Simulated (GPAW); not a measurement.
# Core-hole calculation of the S K edge in zinc-blende (ZnS)₁₋ₓ(CdS)ₓ at x = 0.75

Aim: the S K edge in zinc-blende (ZnS)₁₋ₓ(CdS)ₓ at x = 0.75, one member of a composition series.

Main program and level: GPAW 26.7.0; X-ray absorption from dipole matrix elements to empty bands, plane-wave PAW LDA.

### 1. Starting point

The cell holds 16 atoms: 6 Cd, 8 S and 2 Zn. Its edges and angles: a = 8.086 Å, b = 8.086 Å, c = 8.086 Å, α = 60.0°, β = 60.0°, γ = 60.0°. 16-atom zinc-blende cell, 6 of 8 Zn sites taken by Cd at random, lattice constants typed for the ends and interpolated (Vegard).

As a file:

```cif
data_structure
_symmetry_space_group_name_H-M 'P 1'
_symmetry_Int_Tables_number 1
_cell_length_a 8.0858
_cell_length_b 8.0858
_cell_length_c 8.0858
_cell_angle_alpha 60.000
_cell_angle_beta 60.000
_cell_angle_gamma 60.000
_cell_volume 373.81
loop_
_atom_site_label
_atom_site_type_symbol
_atom_site_fract_x
_atom_site_fract_y
_atom_site_fract_z
_atom_site_occupancy
Cd1 Cd 0.99964 0.00206 0.00321 1
S2 S 0.12149 0.12499 0.12593 1
Zn3 Zn 0.00073 0.00056 0.49676 1
S4 S 0.12608 0.12611 0.62324 1
Zn5 Zn 0.00069 0.49862 0.00138 1
S6 S 0.12328 0.62632 0.12379 1
Cd7 Cd 0.00061 0.50278 0.50086 1
S8 S 0.12484 0.62504 0.62642 1
Cd9 Cd 0.49722 0.99924 0.00190 1
S10 S 0.62578 0.12448 0.12643 1
Cd11 Cd 0.50220 0.99739 0.49700 1
S12 S 0.62321 0.12540 0.62178 1
Cd13 Cd 0.49919 0.49944 0.00078 1
S14 S 0.62705 0.62637 0.12510 1
Cd15 Cd 0.49830 0.50209 0.49992 1
S16 S 0.62410 0.62397 0.62770 1
```

### 2. Relaxation

Bond lengths around the absorber set the edge shape, so the atoms are relaxed before any spectrum.

File relax.py:

```python
import numpy as np
from ase import Atoms
from ase.parallel import parprint, paropen
from gpaw import GPAW, PW, FermiDirac, Mixer, MixerDif, setup_paths
from ase.optimize import BFGS

atoms = Atoms('CdSZnSZnSCdSCdSCdSCdSCdS',
    cell=[[0, 5.7175, 5.7175],
     [5.7175, 0, 5.7175],
     [5.7175, 5.7175, 0]],
    scaled_positions=[[0.999643, 0.002062, 0.003212],
     [0.121486, 0.124989, 0.125931],
     [0.000733, 0.000561, 0.496758],
     [0.126077, 0.126111, 0.623241],
     [0.00069, 0.49862, 0.001385],
     [0.123283, 0.626317, 0.123789],
     [0.000612, 0.502783, 0.500857],
     [0.124838, 0.625039, 0.626416],
     [0.497222, 0.999236, 0.001901],
     [0.625782, 0.124476, 0.126435],
     [0.5022, 0.997392, 0.497005],
     [0.623214, 0.125402, 0.621776],
     [0.499193, 0.499441, 0.000785],
     [0.62705, 0.626371, 0.125095],
     [0.498296, 0.502092, 0.499919],
     [0.624101, 0.623968, 0.627704]],
    pbc=True)
atoms.calc = GPAW(legacy_gpaw=True, mode=PW(400, force_complex_dtype=True), xc='LDA', setups={},
    kpts={'size': (3, 3, 3), 'gamma': True}, occupations=FermiDirac(0.08),
    charge=0, mixer=Mixer(0.1, 5, 50), maxiter=150,
    convergence={'density': 0.0001, 'eigenstates': 1e-6}, txt='relax.txt')
steps = []
opt = BFGS(atoms, logfile='-')
opt.attach(lambda: steps.append([atoms.get_potential_energy(), float(np.linalg.norm(atoms.get_forces(), axis=1).max())]))
done = opt.run(fmax=0.05, steps=30)
out = dict(done=bool(done), steps=steps, frac=atoms.get_scaled_positions().tolist())
import json
with paropen('out.json', 'w') as f:
    json.dump(out, f)
```

Started as:

```sh
$ OMP_NUM_THREADS=1 mpirun -n 4 gpaw python relax.py
```

Numbers of over 12 decimals in the logs are rounded to 6 here.

The program printed:

```text
Input parameters:
  convergence: {density: 0.0001,
                eigenstates: 1e-06}
  kpts: {gamma: True,
         size: (3, 3, 3)}
  maxiter: 150
  mixer: {backend: pulay,
          beta: 0.1,
          method: separate,
          nmaxold: 5,
          weight: 50}
  mode: {ecut: 400.0,
         force_complex_dtype: True,
         name: pw}
  occupations: {fixmagmom: False,
                name: fermi-dirac,
[...]
14 Cd    0.00754   -0.00010   -0.01201
 15 S    -0.02766   -0.01218    0.00563
Step     Time          Energy          fmax
BFGS:    0 03:23:05      -60.629097        1.364285
BFGS:    1 03:23:36      -60.740768        1.137690
BFGS:    2 03:24:26      -61.080679        0.204638
BFGS:    3 03:24:58      -61.086672        0.177953
BFGS:    4 03:25:26      -61.090253        0.137607
BFGS:    5 03:25:58      -61.095346        0.062981
BFGS:    6 03:26:31      -61.096619        0.032395
[key lines of the parts left out:]
Converged after 7 iterations.
Dipole moment: (-23.275681, -26.292073, -26.265358) |e|*Ang
Free energy:    -61.096619
Fermi level: 4.00728
```

The job ended after 4.6 min (4 MPI ranks of Arm Neoverse V2, shared host; peak memory 0.39 GiB; 18 min of CPU time).

In 6 steps the energy fell by 468 meV (energies extrapolated to zero smearing) and the largest force to 0.032 eV/Å. Atom 2 (S; the text counts from 1, the script from 0) is among those that moved most, by 0.14 Å.

### 3. The field without a hole

The ground state comes first: it tells whether the system has a gap, which decides how the excited electron is treated.

File scf.py:

```python
import numpy as np
from ase import Atoms
from ase.parallel import parprint, paropen
from gpaw import GPAW, PW, FermiDirac, Mixer, MixerDif, setup_paths
from gpaw.test import gen
setup_paths.insert(0, '.')
gen('S', name='nch1s', xcname='LDA', corehole=(1, 0, 0), write_xml=True)
from gpaw.mpi import world
world.barrier()

atoms = Atoms('CdSZnSZnSCdSCdSCdSCdSCdS',
    cell=[[0, 5.7175, 5.7175],
     [5.7175, 0, 5.7175],
     [5.7175, 5.7175, 0]],
    scaled_positions=[[0.0020468, 0.0008132, 0.9990499],
     [0.1124256, 0.1375735, 0.1374221],
     [0.9985273, 0.0012462, 0.5005454],
     [0.1187463, 0.119124, 0.6177299],
     [0.99964, 0.5003996, 0.0009451],
     [0.1183366, 0.6192125, 0.1188228],
     [0.0025787, 0.5007002, 0.5001131],
     [0.1126594, 0.6379634, 0.6377289],
     [0.4975407, 0.0003426, 0.9988897],
     [0.6246132, 0.1252004, 0.1247011],
     [0.4988613, 0.9996879, 0.5004587],
     [0.6434345, 0.1184227, 0.6175982],
     [0.4978416, 0.5013849, 0.0029977],
     [0.6442699, 0.6188613, 0.1185991],
     [0.4979685, 0.5000746, 0.4999594],
     [0.6249756, 0.6238354, 0.6266779]],
    pbc=True)
atoms.calc = calc = GPAW(legacy_gpaw=True, mode=PW(400, force_complex_dtype=True), xc='LDA', setups={3: 'nch1s'},
    kpts={'size': (3, 3, 3), 'gamma': True}, occupations=FermiDirac(0.05),
    charge=0, mixer=Mixer(0.1, 5, 50), maxiter=150,
    convergence={'density': 0.0001, 'eigenstates': 1e-6}, txt='scf.txt')
energy = atoms.get_potential_energy() + calc.get_reference_energy()
ef = calc.get_fermi_level()
out = dict(energy=energy, fermi=ef, forces=atoms.get_forces().tolist())
parprint(f'all-electron energy {energy:.4f} eV, Fermi level {ef:.4f} eV')
ev = np.array([[calc.get_eigenvalues(k, s) for k in range(len(calc.get_ibz_k_points()))] for s in range(calc.get_number_of_spins())])
out['homo'], out['lumo'], out['counts'] = ev[ev < ef].max(), ev[ev > ef].min(), sorted(set((ev < ef).sum((0, 2)).tolist()))
out['filled'] = (ev[:, 0] < ef).sum(1).tolist()
import json
with paropen('out.json', 'w') as f:
    json.dump(out, f)
```

Started as:

```sh
$ OMP_NUM_THREADS=1 mpirun -n 4 gpaw python scf.py
```

The program printed:

```text
Input parameters:
  convergence: {density: 0.0001,
                eigenstates: 1e-06}
  kpts: {gamma: True,
         size: (3, 3, 3)}
  maxiter: 150
  mixer: {backend: pulay,
          beta: 0.1,
          method: separate,
          nmaxold: 5,
          weight: 50}
  mode: {ecut: 400.0,
         force_complex_dtype: True,
         name: pw}
  occupations: {fixmagmom: False,
                name: fermi-dirac,
                width: 0.05}
  setups: {3: nch1s}

Initialize ...

[... PAW data sets ...]

Reference energy: -1096388.274866  # eV

Spin-paired calculation

[... convergence settings ...]
Symmetries present (total): 1
  [... symmetry matrices ...]

27 k-points: 3 x 3 x 3 Monkhorst-Pack grid
14 k-points in the irreducible part of the Brillouin zone
       k-points in crystal coordinates                weights
   0:     0.00000000    0.00000000    0.00000000          1/27
   1:     0.00000000    0.00000000    0.33333333          2/27
   2:     0.00000000    0.33333333   -0.33333333          2/27
   3:     0.00000000    0.33333333    0.00000000          2/27
   4:     0.00000000    0.33333333    0.33333333          2/27
   5:     0.33333333   -0.33333333   -0.33333333          2/27
   6:     0.33333333   -0.33333333    0.00000000          2/27
   7:     0.33333333   -0.33333333    0.33333333          2/27
   8:     0.33333333    0.00000000   -0.33333333          2/27
   9:     0.33333333    0.00000000    0.00000000          2/27
          ...
  13:     0.33333333    0.33333333    0.33333333          2/27

Wave functions: Plane wave expansion
  Cutoff energy: 400.000 eV
  Number of coefficients (min, max): 6789, 6855
  Pulay-stress correction: 0.000000 eV/Ang^3 (de/decut=0.000000)
  Using FFTW library
  Wavefunction extrapolation:
    Improved wavefunction reuse through dual PAW basis

Occupation numbers: Fermi-Dirac:
  width: 0.0500  # eV

Eigensolver
   Davidson(niter=2)

Densities:
  Coarse grid: 40*40*40 grid
  Fine grid: 80*80*80 grid
  Total Charge: 0.000000

Density mixing:
  Method: separate
  Backend: pulay
  Linear mixing parameter: 0.1
  old densities: 5
  Width of damping distribution: 1.1
  Damping of long wavelength oscillations: 50

[... Hamiltonian set-up ...]
Number of atoms: 16
Number of atomic orbitals: 104
Number of bands in calculation: 91
Number of valence electrons: 144
Bands to converge: occupied

... initialized

Initializing position-dependent things.

Density initialized from atomic densities
Creating initial wave functions:
  91 bands from LCAO basis set

             Zn            Cd
                         S
               Zn
                S
                    Cd
                 S    Cd
         S  Cd         S

              S
                  Cd
                S
                    Cd
       S

Atomic positions and initial magnetic moments

Positions:
   0 Cd     5.716717    5.723770    0.016352    ( 0.0000,  0.0000,  0.0000)
   1 S      1.572287    1.428504    1.429370    ( 0.0000,  0.0000,  0.0000)
   2 Zn     2.868993    8.570948    5.716205    ( 0.0000,  0.0000,  0.0000)
   3 S      4.212962    4.210803    1.360023    ( 0.0000,  0.0000,  0.0000)
   4 Zn     2.866438    5.720845    8.576476    ( 0.0000,  0.0000,  0.0000)
   5 S      4.219717    1.355959    4.216937    ( 0.0000,  0.0000,  0.0000)
   6 Cd     5.722150    2.874140    2.877497    ( 0.0000,  0.0000,  0.0000)
[...]
13 S      4.216430    4.361704    7.221953    ( 0.0000,  0.0000,  0.0000)
  14 Cd     5.717694    5.705653    5.706311    ( 0.0000,  0.0000,  0.0000)
  15 S      7.149810    7.156329    7.140077    ( 0.0000,  0.0000,  0.0000)

Unit cell:
           periodic     x           y           z      points  spacing
  1. axis:    yes    0.000000    5.717500    5.717500    40     0.1651
  2. axis:    yes    5.717500    0.000000    5.717500    40     0.1651
  3. axis:    yes    5.717500    5.717500    0.000000    40     0.1651

  Lengths:   8.085766   8.085766   8.085766
  Angles:   60.000000  60.000000  60.000000

Effective grid spacing dv^(1/3) = 0.1801

iter:   1   -64.380461
iter:   2   -63.218470   -0.85  -1.16
iter:   3   -61.237786   -1.25  -1.24
iter:   4   -61.230503   -2.47  -1.60
iter:   5   -61.623584   -1.77  -1.62
iter:   6   -61.117830   -2.25  -1.89
iter:   7   -61.099568   -2.58  -2.54
iter:   8   -61.096872c  -4.15  -2.85
iter:   9   -61.097112c  -4.31  -3.26
iter:  10   -61.096757c  -4.50  -3.26
iter:  11   -61.096673c  -5.04  -3.53
iter:  12   -61.096626c  -5.99  -3.96
iter:  13   -61.096569c  -5.45  -4.02c
iter:  14   -61.096567c  -6.57c -4.24c

Converged after 14 iterations.

Dipole moment: (-23.274394, -26.289290, -26.262820) |e|*Ang

Energy contributions relative to reference atoms: (reference = -1096388.274866)

Kinetic:       +108.150647
Potential:      -97.256054
External:        +0.000000
XC:             -73.161122
Entropy (-ST):   -0.000007
Local:           +1.169966
SIC:             +0.000000
--------------------------
Free energy:    -61.096570
Extrapolated:   -61.096567

Showing only first 2 kpts
 Kpt  Band  Eigenvalues  Occupancy
  0    70      3.43837    1.99996
  0    71      3.47180    1.99992
  0    72      4.44533    0.00017
  0    73      6.19154    0.00000

  1    70      3.23360    2.00000
  1    71      3.24038    2.00000
  1    72      5.65528    0.00000
  1    73      6.19275    0.00000

Fermi level: 3.97755

Gap: 0.974 eV
Transition (v -> c):
  (s=0, k=0, n=71, [0.00, 0.00, 0.00]) -> (s=0, k=0, n=72, [0.00, 0.00, 0.00])
No difference between direct/indirect transitions

Forces in eV/Ang:
  0 Cd    0.00802    0.02078    0.01813
  1 S    -0.03078   -0.01069   -0.00106
  2 Zn   -0.02239    0.00670    0.00059
  3 S     0.01781    0.01300    0.00429
  4 Zn   -0.01978   -0.00547    0.00346
  5 S     0.01539    0.00541    0.00598
  6 Cd    0.00537    0.01619    0.00636
[...]
13 S     0.01999   -0.00585   -0.00947
 14 Cd    0.00606   -0.01166   -0.02130
 15 S    -0.01644   -0.01189    0.00718
Scalar-relativistic atomic LDA calculation for S (Sulfur, Z=16)
Core hole in 1s state (1s occupation: 2.0)
450 radial gridpoints.
|------------------------------------------------|
|------------------------------------------------|
[... the atom generator's iteration count ...]

Energy contributions:
-------------------------
Kinetic:     +398.923399
XC:           -24.210329
Potential:   -772.509196
-------------------------
Total:       -397.796126

state      eigenvalue         ekin         rmax
-----------------------------------------------
1s^2.0 :   -88.078630   121.519046        0.063
2s^2.0 :    -7.745453    18.438857        0.389
2p^6.0 :    -5.751715    17.606302        0.325
3s^2.0 :    -0.634959     2.788351        1.406
3p^4.0 :    -0.261139     1.948270        1.598
-----------------------------------------------
(units: Bohr and Hartree)

Generating PAW setup
Kinetic energy of the core from tauc = 386.637961
Cutoffs:
rc(s)=1.840
rc(p)=1.850
rc(d)=1.700
rc(vbar)=1.720
rc(comp)=1.430
rc(nct)=1.850

Kinetic energy of the core states: 385.553617
Charge: 0.0
Core electrons: 10.0
Valence electrons: 6.0
Pseudo-core charge: 0.059824
Shape function alpha=4.890
Pseudo-electron charge 6.430847
state    eigenvalue         norm
--------------------------------
3s(2) :    -0.634959     1.191395
*s    :     0.365041
3p(4) :    -0.261139     0.997058
*p    :     0.738861
*d    :     0.000000
--------------------------------

Diagonalizing with gridspacing h=0.050

state   all-electron     PAW
-------------------------------
3s:      -0.634959    -0.635587
3p:      -0.261139    -0.261554
*d:                    0.043150
*f:                    0.074695
-------------------------------
all-electron energy -1096449.3714 eV, Fermi level 3.9776 eV
```

Run time: 71 s. Hardware: 4 MPI ranks; peak memory 0.38 GiB.

The mesh shows a gap of 0.97 eV. The excited electron is kept all the same, so that all members of the series, with or without a gap, are treated alike.

### 4. Cell without a hole, the energy reference

The photon energy needs a difference of total energies, so the cell and mesh of the coming hole run are first run without a hole.

Edit scf.py of step 3 so:

```diff
@@ -32,3 +32,3 @@
 atoms.calc = calc = GPAW(legacy_gpaw=True, mode=PW(400, force_complex_dtype=True), xc='LDA', setups={3: 'nch1s'},
-    kpts={'size': (3, 3, 3), 'gamma': True}, occupations=FermiDirac(0.05),
+    kpts={'size': (3, 3, 3), 'gamma': True}, occupations=FermiDirac(0.02),
     charge=0, mixer=Mixer(0.1, 5, 50), maxiter=150,
```

The program printed:

```text
Input parameters:
  convergence: {density: 0.0001,
                eigenstates: 1e-06}
  kpts: {gamma: True,
         size: (3, 3, 3)}
  maxiter: 150
  mixer: {backend: pulay,
          beta: 0.1,
          method: separate,
          nmaxold: 5,
          weight: 50}
  mode: {ecut: 400.0,
         force_complex_dtype: True,
         name: pw}
  occupations: {fixmagmom: False,
                name: fermi-dirac,
[...]
3s(2) :    -0.634959     1.191395
*s    :     0.365041
3p(4) :    -0.261139     0.997058
*p    :     0.738861
*d    :     0.000000
--------------------------------

Diagonalizing with gridspacing h=0.050

state   all-electron     PAW
-------------------------------
3s:      -0.634959    -0.635587
3p:      -0.261139    -0.261554
*d:                    0.043150
*f:                    0.074695
-------------------------------
all-electron energy -1096449.3714 eV, Fermi level 3.9521 eV
[key lines of the parts left out:]
Converged after 14 iterations.
Dipole moment: (-23.274392, -26.289288, -26.262818) |e|*Ang
Free energy:    -61.096570
Fermi level: 3.95214
```

The job ended after 71 s (4 MPI ranks; peak memory 0.38 GiB).

Reference energy: -1096449.371 eV with the cores included.

(Part 1 of 3 ends here.)

[Banner, clock and machine lines of the logs are left out without a mark of their own.]

[Logs are printed without paths, hosts, clocks, repeated set-up lines and the standing remarks that a program may print on its own settings, such as how far it seeks lower states.]

[Hosts, paths, dates, database ids (printed as entryN), source tags and the programs' standing remarks are cut or masked in the printed files.]

[Lists of maxima count a maximum above −3 eV only where it reaches 4 % of the highest in the window and stands out from its surroundings by 2 % of it (1.5 % where it reaches 55 %); shoulders and weaker maxima are passed over, and of the rest the first, up to two pre-edge ones and the few strongest are named.]
